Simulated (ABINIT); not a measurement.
# TiO2 (C2/c): bands and cutoff in G0W0 with ABINIT

Aim: raise bands and screening cutoff together for TiO2 (C2/c) and follow gap and time.

Method: LDA and many-body steps on it, plane waves, in ABINIT 10.8.3.

## (1) The starting structure

It takes space group C2/c (No. 15, monoclinic). Conventional cell: a = 5.412 Å, b = 5.413 Å, c = 5.472 Å, α = 90.00°, β = 118.77°, γ = 90.00°. Nearest to Ti lie 6 O at 1.93 to 2.00 Å. O has 3 Ti at 1.93 to 2.00 Å nearest. Farther neighbours and most contacts between anions are not listed.

The cell and positions are those that the Materials Project relaxed with its own functionals (PBE, PBE+U or r2SCAN), kept fixed. This is not the form that TiO2 usually takes at ambient conditions.

## (2) Empty states on the mesh, 4×4×2 mesh, 419 bands

This step: ABINIT 10.8.3; DFT, LDA, plane waves, norm-conserving pseudopotentials.

The sums over transitions need many empty states on a uniform mesh; this step solves for them.

Input file run.abi:

```
acell 3*1.0 Angstrom
rprim 
  2.706034000000 -2.706655000000 -0.000000000000
  2.706034000000 2.706655000000 -0.000000000000
  -2.633531000000 -0.000000000000 4.796637000000
ntypat 2
znucl 22 8
natom 6
typat 1 1 2 2 2 2
xred 
  0.134110000000 0.865890000000 0.250000000000
  0.865890000000 0.134110000000 0.750000000000
  0.331221000000 0.088755000000 0.667149000000
  0.668779000000 0.911245000000 0.332851000000
  0.911245000000 0.668779000000 0.832851000000
  0.088755000000 0.331221000000 0.167149000000
pp_dirpath "pseudos"
pseudos "Ti.upf, O.upf"
ecut 38
ngkpt 4 4 2
nshiftk 1
shiftk 0 0 0
kptopt 1
chksymbreak 0
iscf -2
irdden 1
istwfk *1
nband 419
nbdbuf 38
tolwfr 1e-09
nstep 60
prtvol 0
indata_prefix "in"
outdata_prefix "out"
tmpdata_prefix "tmp"
```

Command:

```sh
OMP_NUM_THREADS=1 mpirun -n 4 abinit run.abi > log
```

Numbers of over 12 decimals in the logs are rounded to 6 here.

Log:

```text
.Version 10.8.3 of ABINIT. v10.8.2 released Aug 2026.

 Symmetries : space group C2/c (# 15); Bravais mC (1-face-center monocl.)
[... echo of the input left out ...]
== DATASET  1 ==================================================================
-   mpi_nproc: 4, omp_nthreads: 1 (-1 if OMP is not activated)

--- !DatasetInfo
iteration_state: {dtset: 1, }
dimensions: {natom: 6, nkpt: 14, mband: 419, nsppol: 1, nspinor: 1, nspden: 1, mpw: 5320, }
cutoff_energies: {ecut:  38.0, pawecutdg:  -1.0, }
[...]
6.30960    6.31913    6.34154    6.36167    6.37410    6.38383    6.39355    6.40521
   6.41039    6.41516    6.43489    6.44669    6.45015    6.45186    6.45621    6.45759
   6.48331    6.49081    6.50183
 prteigrs : prtvol=0 or 1, do not print more k-points.

== END DATASET(S) ==============================================================
================================================================================

 -outvars: echo values of variables after computation  --------
            nband         419
             nkpt          14
          spgroup          15
 [... the other variables as echoed above ...]

 Calculation completed.
```

Elapsed: 9.5 min, on 4 MPI ranks of Arm Neoverse V2, shared host; peak memory 0.83 GiB; 38 min of CPU time.

This step gave:

| Item | Value |
| --- | --- |
| gap | 1.999 eV |
| k of the valence top | 0.5, 0.5, 0 |
| k of the conduction bottom | 0, 0, 0 |
| least direct gap | 2.437 eV |
| k points computed | 14 |
| lowest point of the top converged band, above the valence top | 160.3208 eV |

On this mesh the gap is 1.999 eV.

The density comes from a self-consistent run that is not shown.

## (3) Screening, 4×4×2 mesh, 94 bands, screening to 93.3 eV

The RPA dielectric matrix is built and inverted for each q.

This step: RPA screening on LDA, plane waves, norm-conserving pseudopotentials.

run.abi: that of step 2 with these lines changed.

```diff
@@ -24,10 +24,11 @@
 chksymbreak 0
-iscf -2
-irdden 1
 istwfk *1
-nband 419
-nbdbuf 38
-tolwfr 1e-09
-nstep 60
-prtvol 0
+occopt 1
+irdwfk 1
+optdriver 3
+nband 94
+ecuteps 3.43
+inclvkb 2
+awtr 1
+symchi 1
 indata_prefix "in"
```

Log:

```text
.Version 10.8.3 of ABINIT. v10.8.2 released Aug 2026.

 Symmetries : space group C2/c (# 15); Bravais mC (1-face-center monocl.)
[... echo of the input left out ...]
== DATASET  1 ==================================================================
-   mpi_nproc: 4, omp_nthreads: 1 (-1 if OMP is not activated)

--- !DatasetInfo
iteration_state: {dtset: 1, }
dimensions: {natom: 6, nkpt: 14, mband: 94, nsppol: 1, nspinor: 1, nspden: 1, mpw: 5320, }
cutoff_energies: {ecut:  38.0, pawecutdg:  -1.0, }
electrons: {nelect:   4.80000000E+01, charge:   0.00000000E+00, occopt:   1.00000000E+00, tsmear:   1.00000000E-02, }

 SCREENING: Calculation of the susceptibility and dielectric matrices

 Based on a program developped by R.W. Godby, V. Olevano, G. Onida, and L. Reining.
 Incorporated in ABINIT by V. Olevano, G.-M. Rignanese, and M. Torrent.
.Using double precision arithmetic ; gwpc =  8

[... cell and pseudopotentials left out ...]
--------------------------------------------------------------------------------

 ==== K-mesh for the wavefunctions ====
 Number of points in the irreducible wedge :    14
[... list of points left out ...]
 Together with  4 symmetry operations and time-reversal symmetry
 yields    32 points in the full Brillouin Zone.

 ==== Q-mesh for the screening function ====
 Number of points in the irreducible wedge :    14
[... list of points left out ...]
 Together with  4 symmetry operations and time-reversal symmetry
 yields    32 points in the full Brillouin Zone.

 setmesh: FFT mesh size selected  =    25x   25x   36
          total number of points  =        22500

 vcoul_init : cutoff-mode = AUXILIARY_FUNCTION
 q-points for optical limit:   1
     1)      0.000010    0.000020    0.000030

- screening: taking advantage of time-reversal symmetry
- Maximum band index for partially occupied states nbvw = 24
- Remaining bands to be divided among processors   nbcw = 70
- Number of bands treated by each node ~17

 Number of electrons calculated from density =   48.0000; Expected =   48.0000
 average of density, n =  0.101231
 r_s =    1.3311
 omega_plasma =   30.6910 [eV]

 calculating chi0 at frequencies [eV] :
  1    0.000000E+00    0.000000E+00
  2    0.000000E+00    3.069103E+01

--------------------------------------------------------------------------------
  q-point number  1        q = ( 0.000000, 0.000000, 0.000000) [r.l.u.]
--------------------------------------------------------------------------------
[... chi0 elements left out ...]
 For q-point:  0.000010 0.000020 0.000030
  dielectric constant =   6.8361
  dielectric constant without local fields =   7.2535

  Average fulfillment of the sum rule on Im[epsilon] for q-point    1 :     49.63  [%]
[... wings left out ...]
  q-point number  2        q = ( 0.250000, 0.000000, 0.000000) [r.l.u.]
--------------------------------------------------------------------------------
[... chi0 elements left out ...]
  Average fulfillment of the sum rule on Im[epsilon] for q-point    2 :     60.97  [%]

 [... 12 further q-points ...]
```

The job ended after 67 s (4 MPI ranks; peak memory 1.4 GiB).

This step gave:

```yaml
eps_infinity_with_local_fields_on_this_mesh_along_the_program_s_q_direction: 6.836
the_same_without_local_fields: 7.253
plasma_frequency: 30.69 eV
plane_waves_in_the_screening_matrix: 143
```

Local fields lower ε∞ by 6 %. On a Γ-centred mesh this coarse the value itself is usually too large, while a short band sum pulls it down.

## (4) 94 bands, 93.3 eV

The self-energy is evaluated for the states that the input lists, and the levels follow from it, in one-shot runs by the linearised quasiparticle equation.

This step: G0W0 on LDA, plane waves, norm-conserving pseudopotentials.

run.abi: that of step 3 with these lines changed.

```diff
@@ -27,8 +27,25 @@
 irdwfk 1
-optdriver 3
+optdriver 4
 nband 94
+gwcalctyp 0
+ecutsigx 38
+symsigma 1
+nkptgw 6
+kptgw 
+  0.5000000000 0.5000000000 0.0000000000
+  0.0000000000 0.0000000000 0.0000000000
+  0.5000000000 0.0000000000 0.0000000000
+  0.0000000000 0.0000000000 0.5000000000
+  0.5000000000 0.0000000000 0.5000000000
+  0.5000000000 0.5000000000 0.5000000000
+bdgw 
+  23 26
+  23 26
+  23 26
+  23 26
+  23 26
+  23 26
 ecuteps 3.43
-inclvkb 2
-awtr 1
-symchi 1
+irdscr 1
+ppmodel 1
 indata_prefix "in"
```

Log:

```text
.Version 10.8.3 of ABINIT. v10.8.2 released Aug 2026.

 Symmetries : space group C2/c (# 15); Bravais mC (1-face-center monocl.)
[... echo of the input left out ...]
== DATASET  1 ==================================================================
-   mpi_nproc: 4, omp_nthreads: 1 (-1 if OMP is not activated)

--- !DatasetInfo
iteration_state: {dtset: 1, }
dimensions: {natom: 6, nkpt: 14, mband: 94, nsppol: 1, nspinor: 1, nspden: 1, mpw: 5320, }
cutoff_energies: {ecut:  38.0, pawecutdg:  -1.0, }
electrons: {nelect:   4.80000000E+01, charge:   0.00000000E+00, occopt:   1.00000000E+00, tsmear:   1.00000000E-02, }

 SIGMA: Calculation of the GW corrections

 Based on a program developped by R.W. Godby, V. Olevano, G. Onida, and L. Reining.
 Incorporated in ABINIT by V. Olevano, G.-M. Rignanese, and M. Torrent.
.Using double precision arithmetic ; gwpc =  8

[... cell and pseudopotentials left out ...]
--------------------------------------------------------------------------------

 ==== K-mesh for the wavefunctions ====
 Number of points in the irreducible wedge :    14
[... list of points left out ...]
 Together with  4 symmetry operations and time-reversal symmetry
 yields    32 points in the full Brillouin Zone.

 ==== Q-mesh for screening function ====
 Number of points in the irreducible wedge :    14
[... list of points left out ...]
 Together with  4 symmetry operations and time-reversal symmetry
 yields    32 points in the full Brillouin Zone.

 vcoul_init : cutoff-mode = AUXILIARY_FUNCTION
 q-points for optical limit:   1
     1)      0.000010    0.000020    0.000030
 setmesh: FFT mesh size selected  =    40x   40x   54
          total number of points  =        86400

 Number of electrons calculated from density =   48.0000; Expected =   48.0000
 average of density, n =  0.101231
 r_s =    1.3311
 omega_plasma =   30.6910 [eV]

 === KS Band Gaps ===
  >>>> For spin  1
   Minimum direct gap =   2.4367 [eV], located at k-point      :   0.0000  0.0000  0.0000
   Fundamental gap    =   1.9994 [eV], Top of valence bands at :   0.5000  0.5000  0.0000
                                       Bottom of conduction at :   0.0000  0.0000  0.0000
 SIGMA fundamental parameters:
 PLASMON POLE MODEL  1
 number of plane-waves for SigmaX                 5313
 number of plane-waves for SigmaC and W            143
 number of plane-waves for wavefunctions          5313
 number of bands                                    94
 number of independent spin polarizations            1
 number of spinorial components                      1
 number of k-points in IBZ                          14
 number of q-points in IBZ                          14
 number of symmetry operations                       4
 number of k-points in BZ                           32
 number of q-points in BZ                           32
 number of frequencies for dSigma/dE                 9
 frequency step for dSigma/dE [eV]                0.25
 number of omega for Sigma on real axis              0
 max omega for Sigma on real axis  [eV]           0.00
 zcut for avoiding poles [eV]                     0.10

 EPSILON^-1 parameters (SCR file):
 dimension of the eps^-1 matrix on file            143
 dimension of the eps^-1 matrix used               143
 number of plane-waves for wavefunctions          5313
 number of bands                                    94
 number of q-points in IBZ                          14
 number of frequencies                               2
 number of real frequencies                          1
 number of imag frequencies                          1

 matrix elements of self-energy operator (all in [eV])

 Perturbative Calculation

--- !SelfEnergy_ee
iteration_state: {dtset: 1, }
kpoint     : [   0.500,    0.500,    0.000, ]
spin       : 1
KS_gap     :    3.196
QP_gap     :    5.012
Delta_QP_KS:    1.815
data: !SigmaeeData |
     Band     E0 <VxcDFT>   SigX SigC(E0)      Z dSigC/dE  Sig(E)    E-E0       E
       23   3.391 -19.786 -24.583   4.986   0.763  -0.311 -19.642   0.144   3.535
       24   3.403 -19.749 -24.520   4.971   0.762  -0.312 -19.596   0.153   3.555
       25   6.599 -20.878 -12.343  -5.978   0.770  -0.299 -18.910   1.968   8.567
       26   6.635 -20.802 -12.345  -5.912   0.770  -0.298 -18.841   1.961   8.595

--- !SelfEnergy_ee
iteration_state: {dtset: 1, }
kpoint     : [   0.000,    0.000,    0.000, ]
spin       : 1
KS_gap     :    2.437
QP_gap     :    4.109
Delta_QP_KS:    1.672
data: !SigmaeeData |
     Band     E0 <VxcDFT>   SigX SigC(E0)      Z dSigC/dE  Sig(E)    E-E0       E
       23   2.960 -19.259 -24.123   4.983   0.761  -0.314 -19.168   0.091   3.051
       24   2.966 -19.258 -24.146   5.007   0.761  -0.314 -19.167   0.091   3.057
[...]
--- !SelfEnergy_ee
iteration_state: {dtset: 1, }
kpoint     : [   0.500,    0.000,    0.000, ]
spin       : 1
KS_gap     :    3.788
QP_gap     :    5.613
Delta_QP_KS:    1.825
data: !SigmaeeData |
     Band     E0 <VxcDFT>   SigX SigC(E0)      Z dSigC/dE  Sig(E)    E-E0       E
[...]
--- !SelfEnergy_ee
iteration_state: {dtset: 1, }
kpoint     : [   0.000,    0.000,    0.500, ]
spin       : 1
KS_gap     :    2.490
QP_gap     :    4.165
Delta_QP_KS:    1.675
data: !SigmaeeData |
     Band     E0 <VxcDFT>   SigX SigC(E0)      Z dSigC/dE  Sig(E)    E-E0       E
[...]
--- !SelfEnergy_ee
iteration_state: {dtset: 1, }
kpoint     : [   0.500,    0.000,    0.500, ]
spin       : 1
KS_gap     :    3.644
QP_gap     :    5.446
Delta_QP_KS:    1.802
data: !SigmaeeData |
     Band     E0 <VxcDFT>   SigX SigC(E0)      Z dSigC/dE  Sig(E)    E-E0       E
[...]
--- !SelfEnergy_ee
iteration_state: {dtset: 1, }
kpoint     : [   0.500,    0.500,    0.500, ]
spin       : 1
KS_gap     :    3.240
QP_gap     :    5.051
Delta_QP_KS:    1.810
data: !SigmaeeData |
     Band     E0 <VxcDFT>   SigX SigC(E0)      Z dSigC/dE  Sig(E)    E-E0       E
[...]
24   3.382 -19.753 -24.520   4.962   0.763  -0.311 -19.604   0.149   3.531
       25   6.622 -20.841 -12.390  -5.906   0.770  -0.299 -18.882   1.959   8.582
       26   6.622 -20.841 -12.390  -5.906   0.770  -0.299 -18.882   1.959   8.582

== END DATASET(S) ==============================================================
================================================================================

 -outvars: echo values of variables after computation  --------
           etotal      0.0000000000E+00
            nband          94
             nkpt          14
          spgroup          15
 [... the other variables as echoed above ...]

 Calculation completed.
```

Elapsed: 14 s, on 4 MPI ranks; peak memory 1.1 GiB; 56 s of CPU time.

Numbers from this step:

```yaml
g0w0_gap_on_the_mesh: 3.611 eV
starting_gap_on_the_mesh: 1.999 eV
k_of_the_valence_top: 0.5, 0.5, 0
k_of_the_conduction_bottom: 0, 0, 0
z_at_the_valence_top: 0.762
z_at_the_conduction_bottom: 0.785
least_direct_g0w0_gap_on_the_computed_points: 4.109 eV
```

The gap on the mesh goes from 2.00 eV to 3.61 eV, a correction of +1.61 eV.

## (5) Screening, 4×4×2 mesh, 131 bands, screening to 123.5 eV

This step: RPA screening on LDA, plane waves, norm-conserving pseudopotentials.

run.abi: that of step 4 with these lines changed.

```diff
@@ -27,25 +27,8 @@
 irdwfk 1
-optdriver 4
-nband 94
-gwcalctyp 0
-ecutsigx 38
-symsigma 1
-nkptgw 6
-kptgw 
-  0.5000000000 0.5000000000 0.0000000000
-  0.0000000000 0.0000000000 0.0000000000
-  0.5000000000 0.0000000000 0.0000000000
-  0.0000000000 0.0000000000 0.5000000000
-  0.5000000000 0.0000000000 0.5000000000
-  0.5000000000 0.5000000000 0.5000000000
-bdgw 
-  23 26
-  23 26
-  23 26
-  23 26
-  23 26
-  23 26
-ecuteps 3.43
-irdscr 1
-ppmodel 1
+optdriver 3
+nband 131
+ecuteps 4.54
+inclvkb 2
+awtr 1
+symchi 1
 indata_prefix "in"
```

Log:

```text
.Version 10.8.3 of ABINIT. v10.8.2 released Aug 2026.

 Symmetries : space group C2/c (# 15); Bravais mC (1-face-center monocl.)
[... echo of the input left out ...]
== DATASET  1 ==================================================================
-   mpi_nproc: 4, omp_nthreads: 1 (-1 if OMP is not activated)

--- !DatasetInfo
iteration_state: {dtset: 1, }
dimensions: {natom: 6, nkpt: 14, mband: 131, nsppol: 1, nspinor: 1, nspden: 1, mpw: 5320, }
cutoff_energies: {ecut:  38.0, pawecutdg:  -1.0, }
electrons: {nelect:   4.80000000E+01, charge:   0.00000000E+00, occopt:   1.00000000E+00, tsmear:   1.00000000E-02, }

 SCREENING: Calculation of the susceptibility and dielectric matrices

 Based on a program developped by R.W. Godby, V. Olevano, G. Onida, and L. Reining.
 Incorporated in ABINIT by V. Olevano, G.-M. Rignanese, and M. Torrent.
.Using double precision arithmetic ; gwpc =  8

[... cell and pseudopotentials left out ...]
--------------------------------------------------------------------------------

 ==== K-mesh for the wavefunctions ====
 Number of points in the irreducible wedge :    14
[... list of points left out ...]
 Together with  4 symmetry operations and time-reversal symmetry
 yields    32 points in the full Brillouin Zone.

 ==== Q-mesh for the screening function ====
 Number of points in the irreducible wedge :    14
[... list of points left out ...]
 Together with  4 symmetry operations and time-reversal symmetry
 yields    32 points in the full Brillouin Zone.

 setmesh: FFT mesh size selected  =    25x   25x   36
          total number of points  =        22500

 vcoul_init : cutoff-mode = AUXILIARY_FUNCTION
 q-points for optical limit:   1
     1)      0.000010    0.000020    0.000030

- screening: taking advantage of time-reversal symmetry
- Maximum band index for partially occupied states nbvw = 24
- Remaining bands to be divided among processors   nbcw = 107
- Number of bands treated by each node ~26

 Number of electrons calculated from density =   48.0000; Expected =   48.0000
 average of density, n =  0.101231
 r_s =    1.3311
 omega_plasma =   30.6910 [eV]

 calculating chi0 at frequencies [eV] :
  1    0.000000E+00    0.000000E+00
  2    0.000000E+00    3.069103E+01

--------------------------------------------------------------------------------
  q-point number  1        q = ( 0.000000, 0.000000, 0.000000) [r.l.u.]
--------------------------------------------------------------------------------
[... chi0 elements left out ...]
 For q-point:  0.000010 0.000020 0.000030
  dielectric constant =   6.7970
  dielectric constant without local fields =   7.2667

  Average fulfillment of the sum rule on Im[epsilon] for q-point    1 :     58.70  [%]
[... wings left out ...]
  q-point number  2        q = ( 0.250000, 0.000000, 0.000000) [r.l.u.]
--------------------------------------------------------------------------------
[... chi0 elements left out ...]
  Average fulfillment of the sum rule on Im[epsilon] for q-point    2 :     67.91  [%]

 [... 12 further q-points ...]
```

Elapsed: 1.9 min, on 4 MPI ranks; peak memory 1.6 GiB.

Numbers from this step:

```
ε∞ with local fields, on this mesh, along the program's q direction : 6.797
the same without local fields                                       : 7.267
plasma frequency                                                    : 30.69 eV
plane waves in the screening matrix                                 : 205
```

(Continued in part 2 of 2.)

[Paths, hosts, dates, memory and timing lines, banners, echoed tables and standing remarks are left out of the program output.]

[Logs are printed without paths, hosts, clocks, repeated set-up lines and the standing remarks that a program may print on its own settings, such as how far it seeks lower states.]

[Runs of the session that timed out or met a known fault of the program may be left out.]

[Hosts, paths, dates, database ids (printed as entryN), source tags and the programs' standing remarks are cut or masked in the printed files.]

[G0W0 gaps are taken among the corrected bands and points alone; a level outside them can change the order at an edge.]

[Where Ansatz stands beside ABINIT at settings called matched, ABINIT's density can come from a denser mesh and the files from another edition; pairs whose starting gaps differed by over 0.03 eV were left out, so agreement reads better than it is.]
